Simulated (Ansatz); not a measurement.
# Quasiparticle gap of SiC (P6_3mc), part 2 of 2

Wanted: the gap of SiC (P6_3mc) with a many-body correction, and the time that it takes.

Ansatz 0.2.0; r2SCAN, then G0W0 on it, plane waves, PAW. Known limits of the many-body steps: finite bands, screening cutoff and k mesh; no spin-orbit coupling in G0W0.

So far. Step 2 (Bands along the symmetry lines): Over mesh and path the gap is 2.139 eV, from k = Γ to k = (0.500, 0.000, 0.000). The least direct gap found is 3.287 eV, at k = (0.500, 0.000, 0.000).

In doubt: masses and optical values from hybrid runs of this build are listed as unsure (in some of the runs), which bears on the screening that GW takes from such a start.

### Step 3. One-shot GW

G0W0 replaces the xc potential by a self-energy built once from the orbitals of the start. Levels are corrected in the window of bands that the input names, at points of the mesh.

This step: G0W0 on r2SCAN, plane waves, PAW.

input.yaml

```yaml
crystal:
  lattice:
    - [3.079, 0.0, 0.0]
    - [-1.5395, 2.6664922183, 0.0]
    - [0.0, 0.0, 20.146]
  atoms:
    - { symbol: Si, position: [0.3333333333, 0.6666666667, 0.25] }
    - { symbol: Si, position: [0.6666666667, 0.3333333333, 0.75] }
    - { symbol: Si, position: [0.3333333333, 0.6666666667, 0.625] }
    - { symbol: Si, position: [0.6666666667, 0.3333333333, 0.125] }
    - { symbol: Si, position: [0.0, 0.0, 0.0] }
    - { symbol: Si, position: [0.0, 0.0, 0.5] }
    - { symbol: Si, position: [0.3333333333, 0.6666666667, 0.875] }
    - { symbol: Si, position: [0.6666666667, 0.3333333333, 0.375] }
    - { symbol: C, position: [0.3333333333, 0.6666666667, 0.969] }
    - { symbol: C, position: [0.6666666667, 0.3333333333, 0.469] }
    - { symbol: C, position: [0.0, 0.0, 0.094] }
    - { symbol: C, position: [0.0, 0.0, 0.594] }
    - { symbol: C, position: [0.3333333333, 0.6666666667, 0.344] }
    - { symbol: C, position: [0.6666666667, 0.3333333333, 0.844] }
    - { symbol: C, position: [0.3333333333, 0.6666666667, 0.719] }
    - { symbol: C, position: [0.6666666667, 0.3333333333, 0.219] }
kpoints:
  mp_grid: { grid: [6, 6, 2] }
hamiltonian:
  xc: r2scan
scf:
  occupations: { method: fixed }
gw:
  n_empty_bands: 907
  ecut_chi: 180.0
  qp_bands: [v4, c4]
  qp_kpoints: band_edges
  screening: { model: contour_deformation }
```

Command:

```sh
$ ansatz run input.yaml --threads 3 --pin off --max-ram 92160MiB --backend cuda --events-out ev --progress --plain --runs-dir out --devices 1 --max-vram 13GiB  # rebuilt from the run's record
```

Numbers of over 12 decimals in the logs are rounded to 6 here.

The log of the run:

```text
GPUs: using 1 of 1 available (devices: 1).
[...]
GPU FFT provider: cuFFT
GPU libraries: cuBLAS 13.8.2, cuFFT 12.4.0, cuSOLVER 12.3.4
Crystal: 16 atoms, lattice volume = 165.401 Å³
Basis set: ecut = 500 eV, 4225 PW (Γ), exchange–correlation on 96×96×600 points (64 copies of the dense FFT grid, shifted against one another)
Bands: 48, of which v1, the nominal top of the filled ones, is band 32 counted from 1 (31 counted from 0)
Symmetry: 12 space group operations
[...]
k-points: 14 of 72
[...]
GPU buffer pool allocated for 86400 grid points (all kernels)
[...]
SCF iter   1: F=—  HF=-7130.277089 eV  |F-HF|=—  |Δ(HF+E_count)|=         —  Δρ=5.90e-3  dr2=4.04e-2  dr2_τ=1.56e0  ethr=1.77e-3  ⟨swp⟩=5.0  Hψ=2658  notcnv=0  defer=188
[...]
SCF iter   8: F=-7130.633318 eV  HF=-7130.633318 eV  |F-HF|=4.39e-8  |Δ(HF+E_count)|=   9.50e-8  Δρ=6.05e-6  dr2=8.15e-8  dr2_τ=1.42e-9  ethr=1.56e-10  ⟨swp⟩=12.4  Hψ=3735  notcnv=0
SCF 1 converged in 8 iterations: F = -7130.633318 eV  dr2 = 8.15e-8
[...]
NSCF: frozen V_eff on 14 k-points
the band table was solved once the SCF had ended and its energy, with any forces and stress, was formed, with the checks that follow a solve (2897 applications of the Hamiltonian). They found nothing against the state; the energy, forces and stress were not computed again (output.eigenvalues in the input reference)
[...]
G₀W₀ screening: q 1/14
[... further progress lines ...]
SCF converged after 8 iterations
Free energy (F): -7130.633318 eV
[...]
Internal energy: -7130.633318 eV  (E = F + TS)
E sigma→0 (E₀):  -7130.633318 eV
Fermi energy:    9.404770 eV
[...]
--- Band table (eV; the first three rows and the last of 14) ---
  k-point 0: bands = [... 28 lower, 9.2203, 9.4021, 9.4021, 9.4048, 15.1843, 15.2496, 15.5843, 15.8485, ... 12 higher]
  k-point 1: bands = [... 28 lower, 9.3456, 9.3456, 9.3456, 9.3456, 15.2123, 15.2123, 15.6923, 15.6923, ... 12 higher]
  k-point 2: bands = [... 28 lower, 8.8191, 8.8608, 9.1051, 9.1583, 14.6552, 14.8882, 14.9097, 15.3915, ... 12 higher]
  k-point 13: bands = [... 28 lower, 6.7008, 6.7008, 7.3193, 7.3193, 13.4352, 13.4352, 13.8145, 13.8145, ... 12 higher]
--- G₀W₀: contour deformation, 7 samples at zero and on the imaginary axis and 1 off it, 72 q-points, 907 empty bands' worth ---
  eigenvalues of the whole cell's RPA ε∞ on this k-mesh (on a slab, of 1 + 4πα/V) = 6.1584, 6.3131, 6.3131; static W/v taken at q = 0 is 0.157027
  bands read: the sum over 939 bands ends inside a degenerate multiplet in 7 slots, whose members it reads at an even weight; the widest, k=1: bands 937 to 940 (counted from 1) at 3/4 each
  gw.qp_kpoints: band_edges: 10 of 14 stored k-points solved, in 1 pass; an edge of the gap read off the rows below is read off those points alone
    valence top: of the k-points left out ik 8 came nearest to being solved in a further pass, in band 32 (counted from 1, as in the quasiparticle table): it holds the edge there only if its correction is more favourable than any solved in that band by at least 0.620 eV; those differ by 0.088 eV
    conduction bottom: of the k-points left out ik 10 came nearest to being solved in a further pass, in band 33 (counted from 1, as in the quasiparticle table): it holds the edge there only if its correction is more favourable than any solved in that band by at least 1.288 eV; those differ by 0.134 eV
    ik  band        ε_KS         Σx   Σc(E_QP)       V_xc       Z   E_QP_lin       E_QP  E_QP is
     0    29      9.2203   -18.4159     1.9387   -15.8763  0.7997     8.6170     8.6194  root
     0    30      9.4021   -18.3933     1.8929   -15.9060  0.8003     8.8054     8.8077  root
     0    31      9.4021   -18.3933     1.8929   -15.9060  0.8003     8.8054     8.8077  root
     0    32      9.4048   -18.2624     1.8091   -15.8670  0.8011     8.8164     8.8185  root
     0    33     15.1843    -8.9811    -4.7723   -13.9787  0.8126    15.4099    15.4095  root
     0    34     15.2496    -8.9288    -4.7863   -13.9398  0.8123    15.4747    15.4743  root
     0    35     15.5843    -8.9169    -4.8367   -13.9835  0.8110    15.8146    15.8142  root
     0    36     15.8485    -8.7899    -4.9044   -13.9269  0.8089    16.0814    16.0810  root
     1    29      9.3456   -18.3989     1.9070   -15.8950  0.8001     8.7465     8.7488  root
     1    30      9.3456   -18.3989     1.9070   -15.8950  0.8001     8.7465     8.7488  root
     1    31      9.3456   -18.3989     1.9070   -15.8950  0.8001     8.7465     8.7488  root
     1    32      9.3456   -18.3989     1.9070   -15.8950  0.8001     8.7465     8.7488  root
     1    33     15.2123    -8.9611    -4.7778   -13.9641  0.8124    15.4378    15.4374  root
     1    34     15.2123    -8.9611    -4.7778   -13.9641  0.8124    15.4378    15.4374  root
     1    35     15.6923    -8.8579    -4.8628   -13.9509  0.8102    15.9230    15.9226  root
     1    36     15.6923    -8.8579    -4.8628   -13.9509  0.8102    15.9230    15.9226  root
     2    29      8.8191   -18.4796     2.0335   -15.8272  0.7982     8.1976     8.2002  root
     2    30      8.8608   -18.4798     2.0308   -15.8302  0.7984     8.2394     8.2420  root
     2    31      9.1051   -18.3121     1.8858   -15.8271  0.8000     8.5035     8.5059  root
     2    32      9.1583   -18.5208     1.9550   -15.9624  0.7994     8.5525     8.5549  root
     2    33     14.6552    -7.2146    -4.6286   -12.0164  0.8179    14.8286    14.8283  root
     2    34     14.8882    -7.3464    -4.6675   -12.1960  0.8171    15.0705    15.0702  root
     2    35     14.9097    -7.3685    -4.6671   -12.2121  0.8163    15.0864    15.0861  root
     2    36     15.3915    -7.4166    -4.7536   -12.3562  0.8142    15.5778    15.5774  root
     3    29      8.8554   -18.2936     1.9516   -15.7311  0.7990     8.2419     8.2444  root
     3    30      8.8554   -18.2936     1.9516   -15.7311  0.7990     8.2419     8.2444  root
     3    31      9.0725   -18.5069     1.9752   -15.9240  0.7991     8.4623     8.4648  root
     3    32      9.0725   -18.5069     1.9752   -15.9240  0.7991     8.4623     8.4648  root
     3    33     14.7196    -7.2561    -4.6394   -12.0700  0.8176    14.8944    14.8941  root
     3    34     14.7196    -7.2561    -4.6394   -12.0700  0.8176    14.8944    14.8941  root
     3    35     15.1719    -7.4160    -4.7101   -12.3123  0.8156    15.3583    15.3580  root
     3    36     15.1719    -7.4160    -4.7101   -12.3123  0.8156    15.3583    15.3580  root
     4    29      8.1094   -18.5303     2.2216   -15.6604  0.7952     7.4579     7.4611  root
     4    30      8.1449   -18.5335     2.2235   -15.6598  0.7954     7.4915     7.4947  root
     4    31      8.3485   -18.3246     2.0644   -15.6290  0.7972     7.7144     7.7173  root
     4    32      8.5458   -18.6129     2.1199   -15.8624  0.7970     7.9124     7.9152  root
     4    33     12.5302    -7.2108    -4.1798   -11.5044  0.8243    12.6441    12.6440  root
     4    34     12.5886    -7.1231    -4.1985   -11.4349  0.8245    12.7019    12.7018  root
     4    35     13.2382    -7.3055    -4.3256   -11.7621  0.8239    13.3693    13.3692  root
     4    36     13.5713    -7.0104    -4.4000   -11.5484  0.8216    13.7095    13.7094  root
[...]
12    33     13.1202    -6.7414    -4.2314   -11.0824  0.8263    13.2299    13.2298  root
    12    34     13.8700    -6.9580    -4.3333   -11.4214  0.8201    14.0002    14.0001  root
    12    35     13.9855    -7.1971    -4.4013   -11.7463  0.8201    14.1334    14.1333  root
    12    36     13.9855    -7.1971    -4.4013   -11.7463  0.8201    14.1334    14.1333  root
    13    29      6.7008   -18.1658     2.5002   -14.9719  0.7883     6.0025     6.0071  root
    13    30      6.7008   -18.1658     2.5002   -14.9719  0.7883     6.0025     6.0071  root
    13    31      7.3193   -18.5085     2.3770   -15.4621  0.7914     6.6461     6.6500  root
    13    32      7.3193   -18.5085     2.3770   -15.4621  0.7914     6.6461     6.6500  root
    13    33     13.4352    -6.8567    -4.2710   -11.2466  0.8239    13.5542    13.5541  root
    13    34     13.4352    -6.8567    -4.2710   -11.2466  0.8239    13.5542    13.5541  root
    13    35     13.8145    -7.1511    -4.3837   -11.6791  0.8218    13.9589    13.9588  root
    13    36     13.8145    -7.1511    -4.3837   -11.6791  0.8218    13.9589    13.9588  root
```

Run time: 2.9 min. Hardware: 1 × NVIDIA H100 80GB HBM3 (shared by 6 runs) with 3 threads of AMD EPYC 7R13 (Zen 3), shared host; peak memory 4.2 GiB; 4.5 min of CPU time.

Numbers from this step:

```yaml
bands_summed: 939
rpa_eps_infinity_on_this_mesh_eigenvalues: 6.158, 6.313, 6.313
plane_waves_in_the_screening_matrix: 927
q_points_in_the_mesh: 72
g0w0_gap_over_the_corrected_points: 2.814 eV
k_of_the_valence_top: 0, 0, 0
k_of_the_conduction_bottom: 0, -0.5, 0
starting_gap_on_the_mesh: 2.136 eV
z_at_the_valence_top: 0.8011
z_at_the_conduction_bottom: 0.8266
least_direct_g0w0_gap_over_the_corrected_points: 4.019 eV
```

Over 10 of 14 irreducible mesh points the G0W0 gap is 2.814 eV, from k = Γ to k = (0.000, -0.500, 0.000). The r2SCAN gap of this run on the mesh is 2.136 eV. The two states that bound the G0W0 gap lie that far apart at the start, so the correction of the gap is 2.814 − 2.136 = +0.678 eV. The start of this run differs from the step before in mesh (12×12×2 and 6×6×2).

Labels follow the order of the start: v1 is the top filled band, c1 the lowest empty one; levels that stay degenerate share a row, the window can cut a multiplet, doubted levels are not marked in this list, bands outside the window were not corrected, and the list may be a part of the corrected levels. Levels before and after the correction, in eV, zero at the valence-band top of each column:

|  | conduction bottom | valence top |
| --- | --- | --- |
| Kohn-Sham | 2.14 | 0.00 |
| G0W0 | 2.81 | 0.00 |

|  | level | occupation | energy (eV) |
| --- | --- | --- | --- |
| Kohn-Sham | Γ v3-v2 | 2 | -0.003 |
| Kohn-Sham | Γ v1 | 2 | 0.000 |
| Kohn-Sham | Γ c1 | 0 | 5.780 |
| Kohn-Sham | Γ c2 | 0 | 5.845 |
| Kohn-Sham | Γ c3 | 0 | 6.180 |
| Kohn-Sham | (0 -0.5 0) v3 | 2 | -1.578 |
| Kohn-Sham | (0 -0.5 0) v2 | 2 | -1.445 |
| Kohn-Sham | (0 -0.5 0) v1 | 2 | -1.149 |
| Kohn-Sham | (0 -0.5 0) c1 | 0 | 2.136 |
| Kohn-Sham | (0 -0.5 0) c2 | 0 | 2.342 |
| Kohn-Sham | (0 -0.5 0) c3 | 0 | 3.283 |
| G0W0 | Γ v3-v2 | 2 | -0.011 |
| G0W0 | Γ v1 | 2 | 0.000 |
| G0W0 | Γ c1 | 0 | 6.591 |
| G0W0 | Γ c2 | 0 | 6.656 |
| G0W0 | Γ c3 | 0 | 6.996 |
| G0W0 | (0 -0.5 0) v3 | 2 | -1.654 |
| G0W0 | (0 -0.5 0) v2 | 2 | -1.505 |
| G0W0 | (0 -0.5 0) v1 | 2 | -1.206 |
| G0W0 | (0 -0.5 0) c1 | 0 | 2.814 |
| G0W0 | (0 -0.5 0) c2 | 0 | 3.023 |
| G0W0 | (0 -0.5 0) c3 | 0 | 3.985 |

The parts of the quasiparticle energy for the two states that bound the G0W0 gap, in eV on the run's own scale (QP = start + Σx + Σc − Vxc, with Σc at the quasiparticle energy):

| edge | k | band | start | Σx | Σc | Vxc | Z | QP |
| --- | --- | --- | --- | --- | --- | --- | --- | --- |
| valence top | Γ | 32 | 9.405 | −18.262 | 1.809 | −15.867 | 0.801 | 8.819 |
| conduction bottom | (0.000, -0.500, 0.000) | 33 | 11.541 | −7.247 | −3.949 | −11.287 | 0.827 | 11.632 |

### Step 4. The runs together

Each gap is the least one over the points named; times are wall times on shared hosts, not benchmarks. A G0W0 time includes the run's own self-consistent start. Rows marked * are further runs, not shown as steps, whose inputs differ from the G0W0 step on the same start in the columns given; solver thresholds can differ too. Symmetry makes (0.500, 0.000, 0.000) and (0.000, -0.500, 0.000) one point.

| level | mesh | files, cutoff | bands summed, screening | points | gap (eV) | valence top | conduction bottom | least direct gap (eV) | time |
| --- | --- | --- | --- | --- | --- | --- | --- | --- | --- |
| r2SCAN | 12×12×2 | soft_2 PAW, 500 eV | - | mesh and path | 2.139 | Γ | (0.500, 0.000, 0.000) | 3.287 | 17 s |
| G0W0@r2SCAN* | 6×6×2 | soft_2 PAW, 500 eV | 181, 54 eV | 10 of 14 irreducible mesh points | 2.409 | Γ | (0.000, -0.500, 0.000) | 3.680 | 39 s |
| G0W0@r2SCAN* | 6×6×2 | soft_2 PAW, 500 eV | 453, 108 eV | 10 of 14 irreducible mesh points | 2.668 | Γ | (0.000, -0.500, 0.000) | 3.894 | 57 s |
| G0W0@r2SCAN | 6×6×2 | soft_2 PAW, 500 eV | 939, 180 eV | 10 of 14 irreducible mesh points | 2.814 | Γ | (0.000, -0.500, 0.000) | 4.019 | 2.9 min |
| G0W0@r2SCAN* | 6×6×1 | soft_2 PAW, 500 eV | 453, 108 eV | 5 of 7 irreducible mesh points | 2.671 | Γ | (0.000, -0.500, 0.000) | 3.894 | 22 s |
| G0W0@r2SCAN* | 6×6×2 | soft_2 PAW, 500 eV | 939, 180 eV, plasmon pole | 10 of 14 irreducible mesh points | 2.745 | Γ | (0.000, -0.500, 0.000) | 3.960 | 2.8 min |

### Step 5. Summary of results

```yaml
r2scan_gap_over_mesh_and_path: 2.139 eV, from k = Γ to k = (0.500, 0.000, 0.000)
g0w0_r2scan_gap_over_10_of_14_irreducible_mesh_points: 2.814 eV, from k = Γ to k = (0.000, -0.500, 0.000)
gw_settings: 6×6×2 mesh, 907 empty bands, screening to 180 eV
known_limits: finite bands, screening cutoff and k mesh; no spin-orbit coupling in G0W0
```

**Reading.** Over 10 of 14 irreducible mesh points the G0W0 gap is 2.814 eV, from k = Γ to k = (0.000, -0.500, 0.000). The r2SCAN gap of this run on the mesh is 2.136 eV. The two states that bound the G0W0 gap lie that far apart at the start, so the correction of the gap is 2.814 − 2.136 = +0.678 eV. The valence state moves by 8.819 − 9.405 = −0.586 eV and the conduction state by 11.632 − 11.541 = +0.091 eV, on the run's own scale; with 181 bands the edge states move by +0.248 and +0.521 eV, so the split between the edges depends on the bands and cutoff. Both edges that r2SCAN shows over mesh and path lie at k points where levels were corrected. Levels at other points were not corrected, so a lower G0W0 gap elsewhere in the zone is not ruled out. From 181 bands and 54 eV to 939 bands and 180 eV the gap moves by 2.814 − 2.409 = +0.405 eV (rung by rung 2.409, 2.668, 2.814 eV); bands and screening cutoff rise together, so their parts are not told apart. A line in one over the bands through the two highest rungs gives 2.814 + (2.814 − 2.668) × 453 / (939 − 453) = 2.950 eV, and through the pair below 2.668 + (2.668 − 2.409) × 181 / (453 − 181) = 2.840 eV. The two differ by 0.110 eV, not under the 0.030 eV asked, so the law does not hold well over these rungs and the limit is not known. With the 6×6×1 mesh in place of the 6×6×2 mesh and all else as in the G0W0@r2SCAN row with 453 bands, the gap differs by 2.671 − 2.668 = +0.003 eV, and that of the start by 2.136 − 2.136 = +0.000 eV. With the plasmon pole model in place of the contour deformation model and all else as in the G0W0@r2SCAN row with 939 bands, the gap differs by 2.745 − 2.814 = −0.069 eV. G0W0 on other starts in this series, not shown as steps and not all at these settings: 3.028 eV on HSE06 (6×6×2, soft_2 PAW, 939 bands, 180 eV) and 3.193 eV on PBE0 (6×6×2, soft_2 PAW, 939 bands, 180 eV). The G0W0 runs are scalar-relativistic. G0W0@r2SCAN runs of this series with other atomic data on the same mesh, not shown as steps, give 2.871 eV (hard PAW, 820 eV, 1376 bands, screening to 234 eV); where bands and cutoffs differ too, the part of the files is not isolated.

[Paths, hosts, dates, memory and timing lines, banners, echoed tables and standing remarks are left out of the program output.]

[Logs are printed without paths, hosts, clocks, repeated set-up lines and the standing remarks that a program may print on its own settings, such as how far it seeks lower states.]

[Runs of the session that timed out or met a known fault of the program may be left out.]

[Cells called generated may have been cut or substituted from an entry of the Crystallography Open Database or the Materials Project.]

[Hosts, paths, dates, database ids (printed as entryN), source tags and the programs' standing remarks are cut or masked in the printed files.]

[Where an RPA ε∞ is given, it is that of the G0W0 mesh and is not shown converged in it. Names of k-points follow the symmetry that the program found, which can be lower than the space group named. Band edges on a path are those of the sampled points; other points can move an edge, and change direct to indirect where valleys lie close.]

[Hybrid gaps are those of their k-mesh and are not shown converged in it.]
